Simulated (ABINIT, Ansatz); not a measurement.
# CdS (Hawleyite): one start, several treatments of the self-energy

How much does the gap of CdS (Hawleyite) depend on the approximation to the self-energy?

Main program and level: ABINIT 10.8.3; PBE and many-body steps on it, plane waves.

**What was measured.**

- Gap 2.42 eV: optical gap from inflexion point of photoacoustic spectrum, as-grown film; photoacoustic spectroscopy; film (as-grown chemical bath deposited film, about 0.25 um thick, deposited at 80 C) (“Study of the band--gap shift in CdS films: Influence of thermal annealing in different atmospheres”, 1995, arxiv:cond-mat/9501125).

Report form: the programs' logs are mostly left out.

## Step 1: Set-up

The structure is cubic, space group F-43m (No. 216). Conventional cell: a = 5.916 Å, b = 5.916 Å, c = 5.916 Å, α = 90.00°, β = 90.00°, γ = 90.00°. Nearest to Cd lie 4 S at 2.56 Å. Nearest to S lie 4 Cd at 2.56 Å. Farther neighbours and most contacts between anions are not listed.

 The runs that relaxed it are not among those shown.

## Step 2: Empty states on the mesh, 4×4×4 mesh, 379 bands

This step: ABINIT 10.8.3; DFT, PBE, plane waves, norm-conserving pseudopotentials.

The sums over transitions need many empty states on a uniform mesh; this step solves for them.

Input file run.abi:

```
acell 3*1.0 Angstrom
rprim 
  -0.000000000000 2.958200000000 2.958200000000
  2.958200000000 -0.000000000000 2.958200000000
  2.958200000000 2.958200000000 -0.000000000000
ntypat 2
znucl 48 16
natom 2
typat 1 2
xred 
  0.000000000000 0.000000000000 0.000000000000
  0.250000000000 0.250000000000 0.250000000000
pp_dirpath "pseudos"
pseudos "Cd.upf, S.upf"
ecut 47
ngkpt 4 4 4
nshiftk 1
shiftk 0 0 0
kptopt 1
chksymbreak 0
iscf -2
irdden 1
istwfk *1
nband 379
nbdbuf 34
tolwfr 1e-09
nstep 60
prtvol 0
indata_prefix "in"
outdata_prefix "out"
tmpdata_prefix "tmp"
```

On the command line:

```console
$ OMP_NUM_THREADS=1 mpirun -n 8 abinit run.abi > log
```

Wall time 3.3 min (8 MPI ranks of Intel Xeon Platinum 8488C (Sapphire Rapids), shared host); peak memory 1.1 GiB; 26 min of CPU time.

Numbers from this step:

```yaml
gap: 1.051 eV
k_of_the_valence_top: 0, 0, 0
k_of_the_conduction_bottom: 0, 0, 0
least_direct_gap: 1.051 eV
k_points_computed: 8
lowest_point_of_the_top_converged_band_above_the_valence_top: 190.5673 eV
```

On this mesh the gap is 1.051 eV.

The density comes from a self-consistent run that is not shown.

## Step 3: Screening, 4×4×4 mesh, 148 bands, screening to 176.9 eV

The RPA dielectric matrix is built and inverted for each q.

This step: RPA screening on PBE, plane waves, norm-conserving pseudopotentials.

run.abi: that of step 2 with these lines changed.

```diff
@@ -20,10 +20,11 @@
 chksymbreak 0
-iscf -2
-irdden 1
 istwfk *1
-nband 379
-nbdbuf 34
-tolwfr 1e-09
-nstep 60
-prtvol 0
+occopt 1
+irdwfk 1
+optdriver 3
+nband 148
+ecuteps 6.5
+inclvkb 2
+awtr 1
+symchi 1
 indata_prefix "in"
```

Run time: 42 s. Hardware: 8 MPI ranks; peak memory 2.4 GiB; 5.5 min of CPU time.

Numbers from this step:

```
ε∞ with local fields, on this mesh, along the program's q direction : 12.13
the same without local fields                                       : 12.86
plasma frequency                                                    : 26.31 eV
plane waves in the screening matrix                                 : 283
```

Local fields lower ε∞ by 6 %. On a Γ-centred mesh this coarse the value itself is usually too large, while a short band sum pulls it down.

## Step 4: G0W0, Godby-Needs plasmon pole

The self-energy is evaluated for the states that the input lists, and the levels follow from it, in one-shot runs by the linearised quasiparticle equation.

This step: G0W0 on PBE, plane waves, norm-conserving pseudopotentials.

run.abi: that of step 3 with these lines changed.

```diff
@@ -23,8 +23,15 @@
 irdwfk 1
-optdriver 3
+optdriver 4
 nband 148
+gwcalctyp 0
+ecutsigx 47
+symsigma 1
+nkptgw 1
+kptgw 
+  0.0000000000 0.0000000000 0.0000000000
+bdgw 
+  11 17
 ecuteps 6.5
-inclvkb 2
-awtr 1
-symchi 1
+irdscr 1
+ppmodel 1
 indata_prefix "in"
```

It took 7.8 s on 8 MPI ranks; peak memory 1.8 GiB.

Numbers from this step:

| Quantity | Value |
| --- | --- |
| G0W0 gap on the points computed | 1.982 eV |
| starting gap on the mesh | 1.051 eV |
| k of the valence top | 0, 0, 0 |
| k of the conduction bottom | 0, 0, 0 |
| Z at the valence top | 0.777 |
| Z at the conduction bottom | 0.809 |
| least direct G0W0 gap on the computed points | 1.982 eV |

The gap on the mesh goes from 1.05 eV to 1.98 eV, a correction of +0.93 eV.

## Step 5: G0W0, Hybertsen-Louie plasmon pole

run.abi: that of step 4 with these lines changed.

```diff
@@ -35,3 +35,3 @@
 irdscr 1
-ppmodel 1
+ppmodel 2
 indata_prefix "in"
```

The job ended after 7.3 s (8 MPI ranks; peak memory 1.9 GiB; 57 s of CPU time).

This step gave:

```yaml
g0w0_gap_on_the_points_computed: 2.162 eV
starting_gap_on_the_mesh: 1.051 eV
k_of_the_valence_top: 0, 0, 0
k_of_the_conduction_bottom: 0, 0, 0
z_at_the_valence_top: 0.846
z_at_the_conduction_bottom: 0.862
least_direct_g0w0_gap_on_the_computed_points: 2.162 eV
```

Against G0W0 in ABINIT (4×4×4 mesh, 148 bands, screening to 176.9 eV, Godby-Needs plasmon pole), the gap moves by +0.180 eV.

## Step 6: G0W0, Engel-Farid plasmon pole

run.abi: that of step 5 with these lines changed.

```diff
@@ -35,3 +35,3 @@
 irdscr 1
-ppmodel 2
+ppmodel 4
 indata_prefix "in"
```

Elapsed: 5.9 s, on 8 MPI ranks; peak memory 1.2 GiB.

Numbers from this step:

| Item | Value |
| --- | --- |
| G0W0 gap on the points computed | 1.911 eV |
| starting gap on the mesh | 1.051 eV |
| k of the valence top | 0, 0, 0 |
| k of the conduction bottom | 0, 0, 0 |
| least direct G0W0 gap on the computed points | 1.911 eV |

Against G0W0 in ABINIT (4×4×4 mesh, 148 bands, screening to 176.9 eV, Godby-Needs plasmon pole), the gap moves by −0.071 eV.

## Step 7: One-shot Hartree-Fock

This step: one-shot Hartree-Fock on PBE, plane waves, norm-conserving pseudopotentials.

run.abi: that of step 6 with these lines changed.

```diff
@@ -24,4 +24,4 @@
 optdriver 4
-nband 148
-gwcalctyp 0
+nband 17
+gwcalctyp 5
 ecutsigx 47
@@ -33,5 +33,4 @@
   11 17
-ecuteps 6.5
-irdscr 1
-ppmodel 4
+ixc_sigma 40
+fftgw 31
 indata_prefix "in"
```

Wall time 2.9 s (8 MPI ranks); peak memory 0.19 GiB.

This step gave:

```yaml
quasiparticle_gap_on_the_points_computed: 7.959 eV
starting_gap_on_the_mesh: 1.051 eV
k_of_the_valence_top: 0, 0, 0
k_of_the_conduction_bottom: 0, 0, 0
least_direct_quasiparticle_gap_on_the_computed_points: 7.959 eV
```

Against G0W0 in ABINIT (4×4×4 mesh, 148 bands, screening to 176.9 eV, Godby-Needs plasmon pole), the gap moves by +5.977 eV.

## Step 8: Side by side

Times are wall times on 8 MPI ranks of Intel Xeon Platinum 8488C (Sapphire Rapids), shared host, good to a factor of about two. A run's time includes the screening step that it read.

```tsv
run	mesh	bands	screening cutoff (eV)	DFT gap (eV)	gap on the mesh (eV)	direct (eV)	ε∞ used	time
G0W0, Godby-Needs plasmon pole	4×4×4	148	176.9	1.051	1.982	1.982	12.13	49 s
G0W0, Hybertsen-Louie plasmon pole	4×4×4	148	176.9	1.051	2.162	2.162	12.13	49 s
G0W0, Engel-Farid plasmon pole	4×4×4	148	176.9	1.051	1.911	1.911	12.13	48 s
one-shot Hartree-Fock	4×4×4	-	-	1.051	7.959	7.959	-	2.9 s
```

## Step 9: Outcome

```json
{
  "G0W0, Godby-Needs plasmon pole": "1.982 eV",
  "G0W0, Hybertsen-Louie plasmon pole": "2.162 eV",
  "G0W0, Engel-Farid plasmon pole": "1.911 eV",
  "one-shot Hartree-Fock": "7.959 eV",
  "known limits": "not at the basis limit; no spin-orbit coupling; coarse k mesh"
}
```

What this shows: G0W0, Hybertsen-Louie plasmon pole: +0.180 eV against G0W0, Godby-Needs plasmon pole. G0W0, Engel-Farid plasmon pole: −0.071 eV against G0W0, Godby-Needs plasmon pole. One-shot Hartree-Fock: +5.977 eV against G0W0, Godby-Needs plasmon pole. Bare exchange alone opens the gap to 7.96 eV; against G0W0, correlation takes back 5.98 eV. Against experiment, by G0W0, Godby-Needs plasmon pole: the gap of 1.98 eV lies −0.44 eV from the measured 2.42 eV (optical, 1995). An exciton line or allowed optical edge lies below the quasiparticle gap by the binding energy; a forbidden edge can push the onset above it. These are gaps on the mesh, at modest bands and cutoff. The calculation has static nuclei and no excitons; a measured gap holds zero-point and thermal motion, which mostly lowers it. Against the values above the computed gap that would widen the miss. A likelier cause is too strong a screening: the start's gap is only 1.05 eV, the mesh is coarse, and one shot does not repair that. Bands and cutoff are finite, so the gap is not at the basis limit. The miss can reach some tenths of an eV and take either sign; the mesh is an error of its own. In the first G0W0 run levels were corrected at 1 k point alone, so a gap called «on the mesh» is the least over those, and an edge elsewhere would be missed. The 4×4×4 mesh is coarse for this cell, which bears on the long-range parts of exchange and screening. The many-body steps are scalar-relativistic: spin-orbit coupling is not in them.

[Paths, hosts, dates, memory and timing lines, banners, echoed tables and standing remarks are left out of the program output.]

[Logs are printed without paths, hosts, clocks, repeated set-up lines and the standing remarks that a program may print on its own settings, such as how far it seeks lower states.]

[Runs of the session that timed out or met a known fault of the program may be left out.]

[No measured gap is set beside runs whose start may be inverted or whose files or cutoffs have a known fault.]

[Hosts, paths, dates, database ids (printed as entryN), source tags and the programs' standing remarks are cut or masked in the printed files.]

[G0W0 gaps are taken among the corrected bands and points alone; a level outside them can change the order at an edge.]

[Where Ansatz stands beside ABINIT at settings called matched, ABINIT's density can come from a denser mesh and the files from another edition; pairs whose starting gaps differed by over 0.03 eV were left out, so agreement reads better than it is.]
